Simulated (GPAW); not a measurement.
## Geometry or basis: what sets the conductance of CN in line between two Ir chains

How well does CN in line between two Ir chains conduct once its atoms have relaxed, and how much do cheaper levels lose?

Calculated with GPAW 26.7.0; GPAW LCAO, PAW setups; relaxation of the junction within the symmetry of its start, lead ends held, in the first sound run; inputs show where later runs differ.

**1. The starting structure**

The cell holds 18 atoms: 16 Ir, 1 C and 1 N. Cell: a = 9.000 Å, b = 9.000 Å, c = 39.173 Å, α = 90.0°, β = 90.0°, γ = 90.0°. Regions: left lead, 8 atoms (8 Ir); channel, 2 atoms (1 C and 1 N); right lead, 8 atoms (8 Ir). Vacuum lies along a and b. The structure is stacked along c, and the current runs across the ab planes.

**2. Relaxation**

Transmission follows bond lengths closely, so the atoms between the held lead ends are relaxed first, within whatever symmetry the start has.

Input file run.py:

```python
import json
from ase import Atoms
from ase.constraints import FixAtoms
from ase.optimize import BFGS
from gpaw import GPAW, FermiDirac

device = Atoms(
    ['Ir', 'Ir', 'Ir', 'Ir', 'Ir', 'Ir', 'Ir', 'Ir', 'C', 'N', 'Ir', 'Ir', 'Ir', 'Ir', 'Ir', 'Ir', 'Ir', 'Ir'],
    positions=[
        [4.50000, 4.50000, 1.15000],
        [4.50000, 4.50000, 3.45000],
        [4.50000, 4.50000, 5.75000],
        [4.50000, 4.50000, 8.05000],
        [4.50000, 4.50000, 10.35000],
        [4.50000, 4.50000, 12.65000],
        [4.50000, 4.50000, 14.95000],
        [4.50000, 4.50000, 17.25000],
        [4.50000, 4.50000, 19.00850],
        [4.50000, 4.50000, 20.18850],
        [4.50000, 4.50000, 21.92290],
        [4.50000, 4.50000, 24.22290],
        [4.50000, 4.50000, 26.52290],
        [4.50000, 4.50000, 28.82290],
        [4.50000, 4.50000, 31.12290],
        [4.50000, 4.50000, 33.42290],
        [4.50000, 4.50000, 35.72290],
        [4.50000, 4.50000, 38.02290]],
    cell=[[9.0, 0.0, 0.0], [0.0, 9.0, 0.0], [0.0, 0.0, 39.1729]],
    pbc=True)

device.set_constraint(FixAtoms([0, 1, 2, 3, 4, 5, 6, 11, 12, 13, 14, 15, 16, 17]))
device.calc = GPAW(mode='lcao', basis='dzp', xc='PBE', h=0.18,
                   kpts={'size': (1, 1, 2), 'gamma': True},
                   symmetry={'tolerance': 1e-3, 'extra_ids': [1, 1, 1, 1, 1, 1, 1, 0, 0, 0, 0, 1, 1, 1, 1, 1, 1, 1]},
                   occupations=FermiDirac(0.1), maxiter=250,
                   mixer=dict(beta=0.1, nmaxold=8, weight=100.0),
                   convergence=dict(density=0.0001), txt='relax.txt')
path = []
opt = BFGS(device, maxstep=0.15)
opt.attach(lambda: path.append((device.get_potential_energy(), device.positions.tolist(), device.get_forces().tolist())))
relaxed = bool(opt.run(fmax=0.05, steps=50))
json.dump(dict(relaxed=relaxed, path=path, positions=device.positions.tolist(), moments=device.get_magnetic_moments().tolist(),
               forces=device.get_forces(apply_constraint=False).tolist()), open('result.json', 'w'))
```

The run is started by

```console
$ OMP_NUM_THREADS=1 OPENBLAS_NUM_THREADS=1 python run.py
```

What it wrote:

```text
Step          Energy          fmax
BFGS:    0      -90.747637        4.766061
BFGS:    1      -91.023050        1.748479
BFGS:    2      -91.026747        2.642933
BFGS:    3      -91.064532        0.180629
BFGS:    4      -91.065015        0.064277
BFGS:    5      -91.065018        0.077817
BFGS:    6      -91.065053        0.066459
BFGS:    7      -91.065087        0.044899
```

Elapsed: 18 min, on 1 thread of Arm Neoverse V1, shared host; peak memory 1.9 GiB.

Relaxation path:

```
step  energy less that of the first step (eV)  largest force (eV/Å)
   1                                   0.0000                4.7661
   2                                  -0.2842                1.7485
   3                                  -0.2939                2.6429
   4                                  -0.3297                0.1806
   5                                  -0.3299                0.0643
   6                                  -0.3300                0.0778
   7                                  -0.3299                0.0665
   8                                  -0.3302                0.0449
```

The atoms that moved most (Å):

```
atom     dx     dy      dz  length
Ir11  0.000  0.000   0.093   0.093
 Ir8  0.000  0.000  -0.061   0.061
  C9  0.000  0.000  -0.013   0.013
 N10  0.000  0.000   0.010   0.010
```

Final coordinates:

```cif
data_structure
_symmetry_space_group_name_H-M 'P 1'
_symmetry_Int_Tables_number 1
_cell_length_a 9.0000
_cell_length_b 9.0000
_cell_length_c 39.1729
_cell_angle_alpha 90.000
_cell_angle_beta 90.000
_cell_angle_gamma 90.000
_cell_volume 3173.00
loop_
_atom_site_label
_atom_site_type_symbol
_atom_site_fract_x
_atom_site_fract_y
_atom_site_fract_z
_atom_site_occupancy
Ir1 Ir 0.50000 0.50000 0.02936 1
Ir2 Ir 0.50000 0.50000 0.08807 1
Ir3 Ir 0.50000 0.50000 0.14679 1
Ir4 Ir 0.50000 0.50000 0.20550 1
Ir5 Ir 0.50000 0.50000 0.26421 1
Ir6 Ir 0.50000 0.50000 0.32293 1
Ir7 Ir 0.50000 0.50000 0.38164 1
Ir8 Ir 0.50000 0.50000 0.43880 1
C9 C 0.50000 0.50000 0.48492 1
N10 N 0.50000 0.50000 0.51562 1
Ir11 Ir 0.50000 0.50000 0.56201 1
Ir12 Ir 0.50000 0.50000 0.61836 1
Ir13 Ir 0.50000 0.50000 0.67707 1
Ir14 Ir 0.50000 0.50000 0.73579 1
Ir15 Ir 0.50000 0.50000 0.79450 1
Ir16 Ir 0.50000 0.50000 0.85321 1
Ir17 Ir 0.50000 0.50000 0.91193 1
Ir18 Ir 0.50000 0.50000 0.97064 1
```

The relaxation lowered the energy of the cell by 0.330 eV (energies extrapolated to zero smearing; the optimiser's log prints free energies). The largest force left on a free atom is 0.045 eV/Å.

**3. GPAW, dzp**

Localised orbitals split the wire into layers that couple to their neighbours alone, which is what the Green's function method needs; double zeta with polarisation is the usual level for numbers.

This step: GPAW LCAO, PAW setups; Landauer transmission from Green's functions with principal layers (ASE), zero bias (GPAW 26.7.0).

Input file run.py:

```python
import json
import numpy as np
from ase import Atoms
from ase.transport.calculators import TransportCalculator
from gpaw import GPAW, FermiDirac
from gpaw.lcao.tools import get_lcao_hamiltonian
from scipy.linalg import eigh

# The junction with lead layers at both ends, along the third cell vector
device = Atoms(
    ['Ir', 'Ir', 'Ir', 'Ir', 'Ir', 'Ir', 'Ir', 'Ir', 'C', 'N', 'Ir', 'Ir', 'Ir', 'Ir', 'Ir', 'Ir', 'Ir', 'Ir'],
    positions=[
        [4.50000, 4.50000, 1.15000],
        [4.50000, 4.50000, 3.45000],
        [4.50000, 4.50000, 5.75000],
        [4.50000, 4.50000, 8.05000],
        [4.50000, 4.50000, 10.35000],
        [4.50000, 4.50000, 12.65000],
        [4.50000, 4.50000, 14.95000],
        [4.50000, 4.50000, 17.18918],
        [4.50000, 4.50000, 18.99591],
        [4.50000, 4.50000, 20.19834],
        [4.50000, 4.50000, 22.01569],
        [4.50000, 4.50000, 24.22290],
        [4.50000, 4.50000, 26.52290],
        [4.50000, 4.50000, 28.82290],
        [4.50000, 4.50000, 31.12290],
        [4.50000, 4.50000, 33.42290],
        [4.50000, 4.50000, 35.72290],
        [4.50000, 4.50000, 38.02290]],
    cell=[[9.0, 0.0, 0.0], [0.0, 9.0, 0.0], [0.0, 0.0, 39.1729]],
    pbc=True)

# One principal layer of the lead: the first 5 atoms of the device
lead = Atoms(
    ['Ir', 'Ir', 'Ir', 'Ir', 'Ir'],
    positions=[
        [4.50000, 4.50000, 1.15000],
        [4.50000, 4.50000, 3.45000],
        [4.50000, 4.50000, 5.75000],
        [4.50000, 4.50000, 8.05000],
        [4.50000, 4.50000, 10.35000]],
    cell=[[9.0, 0.0, 0.0], [0.0, 9.0, 0.0], [0.0, 0.0, 11.5]],
    pbc=True)

settings = dict(mode='lcao', basis='dzp', xc='PBE', h=0.18,
                occupations=FermiDirac(0.1), maxiter=250,
                mixer=dict(beta=0.1, nmaxold=8, weight=100.0),
                convergence=dict(density=0.0001))
energies = np.arange(-2, 2 + 1e-9, 0.025)
eta = 0.0001
n1, n2 = 1, 1
# k and -k transmit alike, so half of the mesh across the current serves
mesh = [(i, j) for i in range(n1) for j in range(n2) if (i, j) <= (-i % n1, -j % n2)]
weights = np.array([1 if (i, j) == (-i % n1, -j % n2) else 2 for i, j in mesh]) / (n1 * n2)

# [... helper functions left out ...]
fermi_lead = ground_state(lead, (1, 1, 10), 'lead.txt')
fermi_device = ground_state(device, (1, 1, 2), 'device.txt')
# [... loop over the mesh left out, but for ...]
        # Shift the lead onto the potential of the device's first layer
        shift = ((H[:, 0, 0] - H0[:, 0, 0]) / S0[0, 0]).real.mean()
# [...]
kT = 8.617333e-5 * 300
bias = [0.1, 0.2, 0.5, 1.0, 1.5, 2.0]
# [... integrals and printing left out ...]
```

What it wrote:

```text
basis functions: device 458, principal layer 135
Fermi level: lead -3.8819 eV, device -3.8944 eV; lead shifted by -0.0110 eV
largest coupling past the next layer 1.48e-06 eV, largest misfit of the first layer 0.107 eV
  E-E_F (eV)   T (one spin)  [channel counts left out]
    -2.000    1.3558e+00
    -1.975    1.3589e+00
    -1.950    1.3618e+00
    -1.925    1.3648e+00
    -1.900    1.3680e+00
    -1.875    1.3713e+00
    -1.850    1.3750e+00
    -1.825    1.3789e+00
    -1.800    1.3831e+00
    -1.775    1.3876e+00
    -1.750    1.3925e+00
    -1.725    1.3972e+00
    -1.700    1.4025e+00
    -1.675    1.4078e+00
    -1.650    1.4133e+00
    -1.625    1.4188e+00
[...]
1.825    8.7223e-01
     1.850    7.3737e-01
     1.875    5.6485e-01
     1.900    3.3637e-01
     1.925    4.3669e-02
     1.950    4.3607e-02
     1.975    4.3562e-02
     2.000    4.3521e-02
conductance at 300 K: 1.8392 G0 a cell; thermopower -0.6371 uV/K
current from the zero-bias T(E) at 0.1 V: 14.247 uA
current from the zero-bias T(E) at 0.2 V: 28.474 uA
current from the zero-bias T(E) at 0.5 V: 70.874 uA
current from the zero-bias T(E) at 1.0 V: 139.72 uA
current from the zero-bias T(E) at 1.5 V: 205.73 uA
current from the zero-bias T(E) at 2.0 V: 269.24 uA
```

Elapsed: 6.3 min, on 1 thread; peak memory 2.1 GiB.

This step gave:

| Item | Value |
| --- | --- |
| conductance | 1.839 G₀ |
| largest coupling past the next principal layer | 1.48e-6 eV |
| largest misfit of the first principal layer | 0.1066 eV |
| shift that aligns the lead | -0.01104 eV |
| basis functions of the junction | 458 |
| basis functions of a principal layer | 135 |
| transmission at the Fermi level (one spin) | 1.840 |

One spin. The transmission, zone mean by energy, zero at the Fermi level:

```
energy (eV)  transmission, zone mean
     -2.000                     1.36
     -1.900                     1.37
     -1.800                     1.38
     -1.700                     1.40
     -1.600                     1.42
     -1.500                     1.45
     -1.400                     1.47
     -1.300                     1.48
     -1.200                     1.49
     -1.100                     1.51
     -1.000                     1.52
     -0.900                     1.54
     -0.800                     1.56
     -0.700                     1.59
     -0.600                     1.63
     -0.500                     1.67
     -0.400                     1.72
     -0.300                     1.76
     -0.200                     1.79
     -0.100                     1.82
      0.000                     1.84
      0.100                     1.85
      0.150                     1.85
      0.200                     1.85
      0.300                     1.84
      0.400                     1.83
      0.500                     1.81
      0.600                     1.78
      0.700                     1.77
      0.800                     1.75
      0.900                     1.72
      1.000                     1.71
      1.100                     1.69
      1.200                     1.67
      1.300                     1.64
      1.400                     1.59
      1.500                     1.52
      1.600                     1.42
      1.700                     1.26
      1.800                    0.981
      1.900                    0.336
      2.000                   0.0435
```

Not self-consistent under bias; the bias window is split evenly. The current through one cell, from the zero-bias transmission by bias:

```
bias (V)  current through one cell, from the zero-bias transmission (μA)
   0.100                                                            14.2
   0.200                                                            28.5
   0.500                                                            70.9
   1.000                                                             140
   1.500                                                             206
   2.000                                                             269
```

Transmission of the three most open eigenchannels against energy, zero at the Fermi level:

```
energy (eV)  channel 1  channel 2  channel 3
     -2.000      0.631      0.631     0.0940
     -1.800      0.647      0.647     0.0883
     -1.600      0.670      0.670     0.0846
     -1.400      0.690      0.690     0.0845
     -1.200      0.704      0.704     0.0837
     -1.000      0.719      0.719     0.0813
     -0.800      0.740      0.740     0.0807
     -0.600      0.775      0.775     0.0823
     -0.400      0.816      0.816     0.0840
     -0.200      0.851      0.851     0.0878
      0.000      0.871      0.871     0.0964
      0.200      0.874      0.874      0.103
      0.400      0.863      0.863     0.0968
      0.600      0.846      0.846     0.0900
      0.800      0.836      0.836     0.0810
      1.000      0.826      0.826     0.0558
      1.200      0.810      0.810     0.0499
      1.400      0.772      0.772     0.0468
      1.600      0.688      0.688     0.0450
      1.800      0.468      0.468     0.0440
      2.000     0.0435     3.6e-9     3.6e-9
```

Couplings past the next layer reach 1.5e-6 eV, small enough to drop; the matrix elements of the cell's first layer differ from the bulk lead's by up to 0.11 eV. That layer keeps its own values in the calculation, and only beyond it is the lead taken as perfect. The Fermi levels of lead and junction count from different zeros of potential, one for each periodic cell; with both set to zero, the small remaining shift is what aligns them. Without spin-orbit coupling, which is large for these atoms, channel counts and T are those of the scalar-relativistic bands. By hand: G = 1.839 × 77.48 μS = 142 μS, a resistance of 7.02 kΩ; at 0.1 V a linear junction would pass 14.2 μA, and the integral over the bias window gives 14.2 μA.

**4. GPAW, szp: basis = "szp(dzp)"**

One radial function a shell plus polarisation makes the matrices smaller; the question is what that costs.

run.py: that of step 3 with these lines changed.

```diff
@@ -45,3 +45,3 @@
 
-settings = dict(mode='lcao', basis='dzp', xc='PBE', h=0.18,
+settings = dict(mode='lcao', basis='szp(dzp)', xc='PBE', h=0.18,
                 occupations=FermiDirac(0.1), maxiter=250,
```

What it wrote:

```text
basis functions: device 258, principal layer 75
Fermi level: lead -3.5974 eV, device -3.6606 eV; lead shifted by -0.0238 eV
largest coupling past the next layer 1.48e-06 eV, largest misfit of the first layer 0.110 eV
  E-E_F (eV)   T (one spin)  [channel counts left out]
    -2.000    1.3304e+00
    -1.975    1.3326e+00
    -1.950    1.3351e+00
    -1.925    1.3380e+00
    -1.900    1.3413e+00
    -1.875    1.3450e+00
    -1.850    1.3491e+00
    -1.825    1.3538e+00
    -1.800    1.3588e+00
    -1.775    1.3641e+00
    -1.750    1.3697e+00
    -1.725    1.3756e+00
    -1.700    1.3816e+00
    -1.675    1.3878e+00
    -1.650    1.3940e+00
    -1.625    1.4002e+00
[...]
1.825    9.8563e-01
     1.850    8.8502e-01
     1.875    7.4590e-01
     1.900    5.4106e-01
     1.925    2.1127e-01
     1.950    4.3585e-02
     1.975    4.3608e-02
     2.000    4.3633e-02
conductance at 300 K: 1.8276 G0 a cell; thermopower -0.4628 uV/K
current from the zero-bias T(E) at 0.1 V: 14.156 uA
current from the zero-bias T(E) at 0.2 V: 28.288 uA
current from the zero-bias T(E) at 0.5 V: 70.3 uA
current from the zero-bias T(E) at 1.0 V: 138.13 uA
current from the zero-bias T(E) at 1.5 V: 202.8 uA
current from the zero-bias T(E) at 2.0 V: 264.71 uA
```

It took 4.2 min on 1 thread; peak memory 2.1 GiB.

Numbers from this step:

- conductance: 1.828 G₀
- largest misfit of the first principal layer: 0.1096 eV
- shift that aligns the lead: -0.02377 eV
- basis functions of the junction: 258
- basis functions of a principal layer: 75
- transmission at the Fermi level (one spin): 1.829

One spin. Transmission, zone mean against energy, zero at the Fermi level:

```
energy (eV)  transmission, zone mean
     -2.000                     1.33
     -1.900                     1.34
     -1.800                     1.36
     -1.700                     1.38
     -1.600                     1.41
     -1.500                     1.43
     -1.400                     1.45
     -1.300                     1.46
     -1.200                     1.47
     -1.100                     1.47
     -1.000                     1.48
     -0.900                     1.50
     -0.800                     1.53
     -0.700                     1.56
     -0.600                     1.60
     -0.500                     1.65
     -0.400                     1.70
     -0.300                     1.74
     -0.200                     1.78
     -0.100                     1.81
      0.000                     1.83
      0.075                     1.83
      0.100                     1.83
      0.200                     1.83
      0.300                     1.81
      0.400                     1.79
      0.500                     1.77
      0.600                     1.75
      0.700                     1.73
      0.800                     1.70
      0.900                     1.68
      1.000                     1.66
      1.100                     1.64
      1.200                     1.61
      1.300                     1.56
      1.400                     1.50
      1.500                     1.44
      1.600                     1.35
      1.700                     1.25
      1.800                     1.06
      1.900                    0.541
      2.000                   0.0436
```

Not self-consistent under bias; the bias window is split evenly. Current through one cell, from the zero-bias transmission against bias:

```
bias (V)  current through one cell, from the zero-bias transmission (μA)
   0.100                                                            14.2
   0.200                                                            28.3
   0.500                                                            70.3
   1.000                                                             138
   1.500                                                             203
   2.000                                                             265
```

The transmission of the three most open eigenchannels by energy, zero at the Fermi level:

```
energy (eV)  channel 1  channel 2  channel 3
     -2.000      0.619      0.619     0.0923
     -1.800      0.637      0.637     0.0840
     -1.600      0.662      0.662     0.0818
     -1.400      0.683      0.683     0.0815
     -1.200      0.694      0.694     0.0795
     -1.000      0.703      0.703     0.0778
     -0.800      0.724      0.724     0.0786
     -0.600      0.762      0.762     0.0795
     -0.400      0.809      0.809     0.0803
     -0.200      0.848      0.848     0.0854
      0.000      0.867      0.867     0.0950
      0.200      0.864      0.864     0.0967
      0.400      0.849      0.849     0.0902
      0.600      0.831      0.831     0.0867
      0.800      0.819      0.819     0.0603
      1.000      0.806      0.806     0.0501
      1.200      0.780      0.780     0.0466
      1.400      0.730      0.730     0.0447
      1.600      0.656      0.656     0.0438
      1.800      0.509      0.509     0.0435
      2.000     0.0436     8.7e-9     8.7e-9
```

The conductance, 1.83 G₀, lies 0.6 % below that of the dzp run.

**5. GPAW, sz: basis = "sz(dzp)"**

The minimal basis is the cheapest rung: no second zeta and no polarisation.

run.py: that of step 4 with these lines changed.

```diff
@@ -45,3 +45,3 @@
 
-settings = dict(mode='lcao', basis='szp(dzp)', xc='PBE', h=0.18,
+settings = dict(mode='lcao', basis='sz(dzp)', xc='PBE', h=0.18,
                 occupations=FermiDirac(0.1), maxiter=250,
```

What it wrote:

```text
basis functions: device 200, principal layer 60
Fermi level: lead -3.6007 eV, device -3.6593 eV; lead shifted by -0.0254 eV
largest coupling past the next layer 1.47e-06 eV, largest misfit of the first layer 0.071 eV
  E-E_F (eV)   T (one spin)  channels
    -2.000    1.2739e+00    4.0000
    -1.975    1.2788e+00    4.0000
    -1.950    1.2840e+00    4.0000
[...]
1.975    5.0711e-02    1.0000
     2.000    5.0780e-02    1.0000
conductance at 300 K: 1.856 G0 a cell; thermopower -0.5664 uV/K
current from the zero-bias T(E) at 0.1 V: 14.376 uA
current from the zero-bias T(E) at 0.2 V: 28.728 uA
current from the zero-bias T(E) at 0.5 V: 71.42 uA
current from the zero-bias T(E) at 1.0 V: 140.47 uA
current from the zero-bias T(E) at 1.5 V: 206.33 uA
current from the zero-bias T(E) at 2.0 V: 269.21 uA
```

The job ended after 3.6 min (1 thread; peak memory 2 GiB).

Numbers from this step:

```yaml
conductance: 1.856 G₀
largest_coupling_past_the_next_principal_layer: 1.47e-6 eV
largest_misfit_of_the_first_principal_layer: 0.07117 eV
shift_that_aligns_the_lead: -0.02539 eV
basis_functions_of_the_junction: 200
basis_functions_of_a_principal_layer: 60
transmission_at_the_fermi_level_one_spin: 1.857
open_channels_of_the_lead_at_the_fermi_level_one_spin: 6
```

The conductance, 1.86 G₀, lies 0.9 % above that of the dzp run.

(Continued in part 2 of 2.)

[Logs are printed without paths, hosts, clocks, repeated set-up lines and the standing remarks that a program may print on its own settings, such as how far it seeks lower states.]

[Hosts, paths, dates, database ids (printed as entryN), source tags and the programs' standing remarks are cut or masked in the printed files.]
